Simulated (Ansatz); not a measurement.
# F on Mg(0001): change of the work function

How does F on the fcc site change the work function of Mg(0001) as the layer fills?

Calculated with Ansatz 0.2.0; plane-wave DFT, PBE, Ansatz PAW.

### 1. Set-up

The cell holds 4 atoms: 4 Mg. Cell: a = 3.210 Å, b = 3.210 Å, c = 25.820 Å, α = 90.0°, β = 90.0°, γ = 60.0°. Vacuum lies along c.

### 2. The clean slab

The bare slab comes first, as the zero from which every change is counted. The two lowest layers are held at bulk places and the upper ones relax. The dipole correction removes the false field that a one-sided slab makes across the periodic vacuum, so each face gets a flat vacuum level of its own.

Contents of input.yaml:

```yaml
crystal:
  lattice:
    - [3.21, 0.0, 0.0]
    - [1.605, 2.7799415461, 0.0]
    - [0.0, 0.0, 25.81956]
  atoms:
    - { symbol: Mg, position: [0.6666666667, 0.6666666667, 0.3485729424] }
    - { symbol: Mg, position: [0.0, 0.0, 0.4495243141] }
    - { symbol: Mg, position: [0.6666666667, 0.6666666667, 0.5504756859] }
    - { symbol: Mg, position: [0.0, 0.0, 0.6514270576] }
kpoints:
  mp_grid: { grid: [12, 12, 1] }
hamiltonian:
  xc: pbe
scf:
  occupations: { method: fermi_dirac, width: 0.1 }
  convergence: { dr2_threshold: 1.0e-08 }
efield:
  axis: 3
  dipole_correction: true
  ramp_position: 0.97
  ramp_width: 0.06
relax:
  f_tol: 0.02
  max_steps: 60
  constraints: [{ sites: [0, 1] }]
output:
  write_potential: true
  write_density: true
  volumetric_format: npy
```

On the command line:

```
$ ansatz run input.yaml --threads 4 --pin off --max-ram 16384MiB --backend cpu --events-out ev --progress --plain --runs-dir out
```

Output:

```text
Engine: ansatz 0.2.0, aarch64-unknown-linux-gnu
Pseudopotentials: kind: paw
Pseudopotential: Mg, paw, valence charge 10, recommended cutoff 420 eV (normal), Mg.paw.azcp
Functional definition: PBE
  parameter kappa = 0.804
  parameter beta = 0.066725
  exchange = pbe_x(kappa = kappa, mu = beta*pi^2/3)
  correlation = pbe_c(beta = beta)
Crystal: 4 atoms, lattice volume = 230.404 Å³
Basis set: ecut = 420 eV, 4575 PW (Γ), exchange–correlation on 48×48×360 points (8 copies of the dense FFT grid, shifted against one another)
Bands: 24, of which v1, the nominal top of the filled ones, is band 20 counted from 1 (19 counted from 0)
Symmetry: 6 space group operations
k-points: 19 of 144 (time reversal used)
Non-local potential: Mg, projectors of the file, l = 0: 3, l = 1: 2, l = 2: 1
PAW form: soft (Blöchl's): semilocal exchange-correlation on the pseudo side does not see the compensation charge
PAW one-centre angular grid: Mg, 110 points (default); XC on 64 Gauss nodes
Initial density: superposition of atomic densities (neutral atoms: chi_scale 0, normalization atom), corrected by the library's trained network
Initial wavefunctions: pseudopotential atomic-orbital guess
Functional: x = pbe(κ = 0.804, μ = 0.219515), c = pbe(β = 0.066725)
SCF iter   1: F=—  HF=-7694.613554 eV  |F-HF|=—  |Δ(HF+E_count)|=         —  Δρ=7.47e-4  dr2=5.39e-3  ethr=1.77e-3  p=0.000 e·Å  D=2.46e-14 V/Å  ΔV_dip=-0.00 eV  dr2_dipole=1.19e-8  V_vac-E_F(+/−)=3.79/3.79 eV  ⟨swp⟩=8.1  Hψ=2477  notcnv=0
efield: sawtooth ramp at fractional position 0.9700 (set: `efield.ramp_position`, or a place that a band, a saddle search or an elastic batch's reference lends), width 0.0600; the density the first Hamiltonian is built on has a dipole p = 0.000 e·Å; the dipole correction subtracts the counter field D = 2.46e-14 V/Å, which shifts the + side's vacuum level by -0.00 eV against the − side's; the planar-averaged density in the ramp window peaks in size at 1.5e-5 e/Å³
preconditioner: auto → LDOS  [metal: Δε(μ)=0.163 eV  Ē_g=4.548 eV  σ=0.100 eV  W_gap=0.39  n_scr=16 (ndim 8)  ℏωp=6.9 eV  f_vac=0.528  D(μ)=2.23/eV (n_scr^D=10)  β→1.0]
SCF iter   2: F=—  HF=-7694.613895 eV  |F-HF|=—  |Δ(HF+E_count)|=   3.41e-4  Δρ=2.82e-4  dr2=3.90e-4  ethr=1.35e-5  p=0.000 e·Å  D=1.21e-5 V/Å  ΔV_dip=-0.00 eV  dr2_dipole=1.36e-8  V_vac-E_F(+/−)=3.82/3.82 eV  ⟨swp⟩=2.1  Hψ=706  notcnv=0
SCF iter   3: F=—  HF=-7694.613927 eV  |F-HF|=—  |Δ(HF+E_count)|=   3.18e-5  Δρ=9.30e-5  dr2=4.23e-5  ethr=9.74e-7  p=-0.000 e·Å  D=-5.78e-8 V/Å  ΔV_dip=0.00 eV  dr2_dipole=1.56e-10  V_vac-E_F(+/−)=3.80/3.80 eV  ⟨swp⟩=2.3  Hψ=617  notcnv=0
SCF iter   4: F=—  HF=-7694.613950 eV  |F-HF|=—  |Δ(HF+E_count)|=   2.27e-5  Δρ=2.68e-5  dr2=4.91e-6  ethr=1.06e-7  p=-0.000 e·Å  D=-1.87e-7 V/Å  ΔV_dip=0.00 eV  dr2_dipole=4.57e-11  V_vac-E_F(+/−)=3.79/3.79 eV  ⟨swp⟩=2.0  Hψ=527  notcnv=0
SCF iter   5: F=—  HF=-7694.613928 eV  |F-HF|=—  |Δ(HF+E_count)|=   2.16e-5  Δρ=6.90e-6  dr2=4.91e-7  ethr=1.23e-8  p=-0.000 e·Å  D=-1.87e-7 V/Å  ΔV_dip=0.00 eV  dr2_dipole=4.51e-11  V_vac-E_F(+/−)=3.79/3.79 eV  ⟨swp⟩=2.1  Hψ=509  notcnv=0
SCF iter   6: F=—  HF=-7694.613928 eV  |F-HF|=—  |Δ(HF+E_count)|=   2.89e-7  Δρ=1.60e-6  dr2=2.03e-8  ethr=1.23e-9  p=-0.000 e·Å  D=-9.95e-8 V/Å  ΔV_dip=0.00 eV  dr2_dipole=1.03e-12  V_vac-E_F(+/−)=3.79/3.79 eV  ⟨swp⟩=2.0  Hψ=530  notcnv=0
SCF iter   7: F=-7694.613928 eV  HF=-7694.613928 eV  |F-HF|=7.70e-10  |Δ(HF+E_count)|=   7.81e-9  Δρ=3.80e-7  dr2=3.37e-10  ethr=2.50e-11  p=-0.000 e·Å  D=-9.49e-9 V/Å  ΔV_dip=0.00 eV  dr2_dipole=6.65e-13  V_vac-E_F(+/−)=3.79/3.79 eV  ⟨swp⟩=8.7  Hψ=2636  notcnv=0
SCF 1 converged in 7 iterations: F = -7694.613928 eV  dr2 = 3.37e-10
  greatest PAW one-centre occupation: 1.000 electrons in one spin orbital (limit 2), on the Mg atom at site 2 (counted from 0), in its partial waves of l = 0
relax step   1: F+E_penalty+E_count = -7694.61392834 eV  Δ(F+E_penalty+E_count) = +0.000e0 eV  max|allowed force component| = 4.415e-2 eV/Å  Δτ_max = 0.0000 Å  (7 SCF iters, accepted)
Initial density: handed on by an earlier stage of this run
Initial wavefunctions: those handed on with the density
iter 1 solved again at ethr=7.55e-6 eV; its pass at ethr=3.10e-3 eV (dr2=3.02e-3 eV) is discarded
SCF iter   1: F=—  HF=-7694.614720 eV  |F-HF|=—  |Δ(HF+E_count)|=         —  Δρ=2.19e-4  dr2=9.85e-4  ethr=7.55e-6  p=-0.000 e·Å  D=-2.58e-8 V/Å  ΔV_dip=0.00 eV  dr2_dipole=5.18e-5  V_vac-E_F(+/−)=3.79/3.79 eV  ⟨swp⟩=2.3  Hψ=1585  notcnv=0
efield: sawtooth ramp at fractional position 0.9700 (set: `efield.ramp_position`, or a place that a band, a saddle search or an elastic batch's reference lends), width 0.0600; the density the first Hamiltonian is built on has a dipole p = -0.000 e·Å; the dipole correction subtracts the counter field D = -2.58e-8 V/Å, which shifts the + side's vacuum level by +0.00 eV against the − side's; the planar-averaged density in the ramp window peaks in size at 3.7e-7 e/Å³
preconditioner: auto → LDOS  [metal: Δε(μ)=0.173 eV  Ē_g=4.535 eV  σ=0.100 eV  W_gap=0.41  n_scr=16 (ndim 8)  ℏωp=6.9 eV  f_vac=0.529  D(μ)=2.24/eV (n_scr^D=10)  β→1.0]
SCF iter   2: F=—  HF=-7694.614661 eV  |F-HF|=—  |Δ(HF+E_count)|=   5.90e-5  Δρ=7.35e-5  dr2=3.77e-5  ethr=2.46e-6  p=-0.000 e·Å  D=-6.75e-5 V/Å  ΔV_dip=0.00 eV  dr2_dipole=1.71e-6  V_vac-E_F(+/−)=3.79/3.79 eV  ⟨swp⟩=2.0  Hψ=503  notcnv=0
SCF iter   3: F=—  HF=-7694.614690 eV  |F-HF|=—  |Δ(HF+E_count)|=   2.95e-5  Δρ=2.08e-5  dr2=3.89e-6  ethr=9.43e-8  p=0.000 e·Å  D=9.60e-5 V/Å  ΔV_dip=-0.00 eV  dr2_dipole=1.73e-10  V_vac-E_F(+/−)=3.79/3.79 eV  ⟨swp⟩=2.0  Hψ=776  notcnv=0
SCF iter   4: F=—  HF=-7694.614664 eV  |F-HF|=—  |Δ(HF+E_count)|=   2.60e-5  Δρ=5.71e-6  dr2=4.02e-7  ethr=9.73e-9  p=0.000 e·Å  D=1.11e-4 V/Å  ΔV_dip=-0.00 eV  dr2_dipole=1.70e-8  V_vac-E_F(+/−)=3.79/3.79 eV  ⟨swp⟩=2.0  Hψ=522  notcnv=0
SCF iter   5: F=-7694.614664 eV  HF=-7694.614664 eV  |F-HF|=2.90e-9  |Δ(HF+E_count)|=   3.01e-8  Δρ=1.43e-6  dr2=7.83e-9  ethr=2.50e-11  p=0.000 e·Å  D=1.31e-4 V/Å  ΔV_dip=-0.00 eV  dr2_dipole=1.09e-9  V_vac-E_F(+/−)=3.79/3.79 eV  ⟨swp⟩=7.8  Hψ=2951  notcnv=0
SCF 2 converged in 5 iterations: F = -7694.614664 eV  dr2 = 7.83e-9
  greatest PAW one-centre occupation: 1.000 electrons in one spin orbital (limit 2), on the Mg atom at site 1 (counted from 0), in its partial waves of l = 0
relax step   2: F+E_penalty+E_count = -7694.61466413 eV  Δ(F+E_penalty+E_count) = -7.358e-4 eV  max|allowed force component| = 1.544e-2 eV/Å  Δτ_max = 0.0287 Å  (5 SCF iters, accepted)
NSCF: frozen V_eff on 19 k-points
the band table was solved once a step of the walk had ended and its energy, with any forces and stress, was formed, with the checks that follow a solve (2497 applications of the Hamiltonian). They found nothing against the state; the energy, forces and stress were not computed again (output.eigenvalues in the input reference)
WARN: The output density's exchange-correlation potential varies sharply where the density is thin. Do not read a vacuum level from v_tot or v_xc, or from such a field of the output density. On a cell that repeats whose density bears no net charge and no dipole along the vacuum's axis use v_es (v_loc + v_h of the components); under efield.dipole_correction with no amplitude use v_es + v_field, which holds any externa [...]
SCF converged after 5 iterations
Free energy (F): -7694.614664 eV
Harris-Foulkes:  -7694.614664 eV  (|F-HF|=2.90e-9)
Internal energy: -7694.543245 eV  (E = F + TS)
E sigma→0 (E₀):  -7694.578954 eV
Entropy (-TS):   -0.071420 eV (-17.855 meV/atom)
Fermi energy:    0.029478 eV
Dipole field:    D = 0.000172 V/Å  (p = 0.000219 e·Å, saw-weighted, corrected)
Work function:   Φ+ = 3.7873 eV   Φ− = 3.7918 eV
Levels:          The Fermi level and band energies are counted from a zero that moves with the ramp; work functions are not
--- Per-component energies (eV) ---
  E_band       = -1655.090313
  E_kinetic    = 297.500953
  E_local      = -32041.579238  (includes V_loc(G=0)·N_el)
  E_nonlocal   = 383.077103
  E_hartree    = 14982.417456
  E_xc         = -112.093321
  E_vxc        = -144.525410  (∫ρ·V_xc dr)
  E_paw        = -1170.697246  (= ΣΔE_a)
  E_vpaw       = -114.398191  (= ΣTr[D̂ρ^β])
  E_aug_tail   = -0.000015  (compensation charges beyond the density's cutoff)
  E_efield     = 0.000000  (sawtooth field / dipole correction)
  E_vefield    = -0.000058  (∫n·V_field dr)
  E_ewald      = 9966.831063
  E_smearing   = -0.071420  (= −TS)
  E_closure    = -0.000000  (closes the sum)
  Σ components = -7694.614664   (vs F -7694.614664, Δ=0.00e0)
--- Forces (eV/Å), atoms counted from 1 ---
  atom   1  Mg    -0.00000000     0.00000000    -0.04352536
  atom   2  Mg     0.00000000    -0.00000000     0.03942650
  atom   3  Mg    -0.00000000     0.00000000    -0.01135302
  atom   4  Mg     0.00000000    -0.00000000     0.01543563
  max |Σ_I F_I| component: 1.63e-5 eV/Å
--- Band table (eV; the first three rows and the last of 19) ---
  k-point 0: bands = [... 16 lower, -6.5118, -5.7358, -4.4563, -2.7079, -0.9499, 1.2324, 2.8336, 3.6962]
  k-point 1: bands = [... 16 lower, -6.3761, -5.6010, -4.3227, -2.5750, -0.8237, 1.3598, 2.9633, 3.8279]
  k-point 2: bands = [... 16 lower, -5.9704, -5.1979, -3.9232, -2.1781, -0.4451, 1.7374, 3.3475, 4.2198]
  k-point 18: bands = [... 16 lower, -0.2640, -0.2571, -0.2503, 0.4095, 0.4203, 0.4303, 1.5893, 2.1911]
--- Relaxed structure (2 steps of the walk, 2 accepted, 0 SCFs on fresh bases) ---
  F+E_penalty+E_count = -7694.61466413 eV   max|allowed force component| = 1.544e-2 eV/Å
  atoms:
    - { symbol: Mg, position: [0.666667, 0.666667, 0.348573] }
    - { symbol: Mg, position: [0.0, 0.0, 0.449524] }
    - { symbol: Mg, position: [0.666667, 0.666667, 0.550673] }
    - { symbol: Mg, position: [0, 0, 0.652538] }
```

The job ended after 5.9 s (4 threads of Arm Neoverse V1, shared host; peak memory 0.48 GiB).

Reading the cycles: dr2 is the Hartree energy of the density residual (eV), the measure of convergence; HF is the Harris–Foulkes estimate of the energy, which meets the free energy F at convergence.

Relaxation path:

```
step  energy less that of the first step (eV)  largest force component (eV/Å)
   1                                   0.0000                          0.0442
   2                                  -0.0007                          0.0154
```

The run keeps the 6 symmetry operations that the program found, so distortions that break them were not tested.

The atoms that moved most (Å):

```
atom     dx     dy     dz  length
 Mg4  0.000  0.000  0.029   0.029
 Mg3  0.000  0.000  0.005   0.005
```

Final coordinates:

```xyz
4
Lattice="3.2100 0.0000 0.0000 1.6050 2.7799 0.0000 0.0000 0.0000 25.8196" Properties=species:S:1:pos:R:3
Mg    3.2100    1.8533    9.0000
Mg    0.0000    0.0000   11.6065
Mg    3.2100    1.8533   14.2181
Mg    0.0000    0.0000   16.8482
```

This step gave:

```
energy at zero smearing   : -7694.5790 eV
work function, upper face : 3.787 eV
dipole along the normal   : 2.19e-4 e·Å
```

Running mean over 2.60652 Å of the planar mean; the ramp of the sawtooth is left out. Table of electron's electrostatic potential energy less the Fermi level by z:

```
z (Å)  electron's electrostatic potential energy less the Fermi level (eV)
  3.5                                                                 3.79
  4.0                                                                 3.79
  4.5                                                                 3.79
  5.0                                                                 3.78
  5.5                                                                 3.74
  6.0                                                                 3.64
  6.5                                                                 3.35
  7.0                                                                 2.60
  7.5                                                                0.686
  8.0                                                                -2.09
  8.5                                                                -3.58
  9.0                                                                -4.02
  9.5                                                                -4.07
 10.0                                                                -4.04
 10.5                                                                -4.02
 11.0                                                                -4.01
 11.5                                                                -4.00
 12.0                                                                -3.99
 12.5                                                                -3.98
 13.0                                                                -3.98
 13.5                                                                -3.99
 14.0                                                                -4.00
 14.5                                                                -3.99
 15.0                                                                -3.95
 15.5                                                                -3.89
 16.0                                                                -3.97
 16.5                                                                -4.06
 17.0                                                                -3.95
 17.5                                                                -3.30
 18.0                                                                -1.31
 18.5                                                                 1.45
 19.0                                                                 2.90
 19.5                                                                 3.47
 20.0                                                                 3.68
 20.5                                                                 3.75
 21.0                                                                 3.78
 21.5                                                                 3.78
 22.0                                                                 3.79
 22.5                                                                 3.79
```

The relaxation took 2 steps and lowered the energy by 7.4e-4 eV; the largest force on the free atoms ends at 0.015 eV/Å.

The work function of the upper face is 3.79 eV.

[end of part 1 of 4]

[Long decimals in the printed logs are rounded to 6 places.]

[Logs are printed without paths, hosts, clocks, repeated set-up lines and the standing remarks that a program may print on its own settings, such as how far it seeks lower states.]

[Hosts, paths, dates, database ids (printed as entryN), source tags and the programs' standing remarks are cut or masked in the printed files.]

[Maps of the electrostatic potential energy from Ansatz leave out the sawtooth potential of an applied field or a dipole correction, so their vacuum need not be flat; planar profiles and work functions include it.]
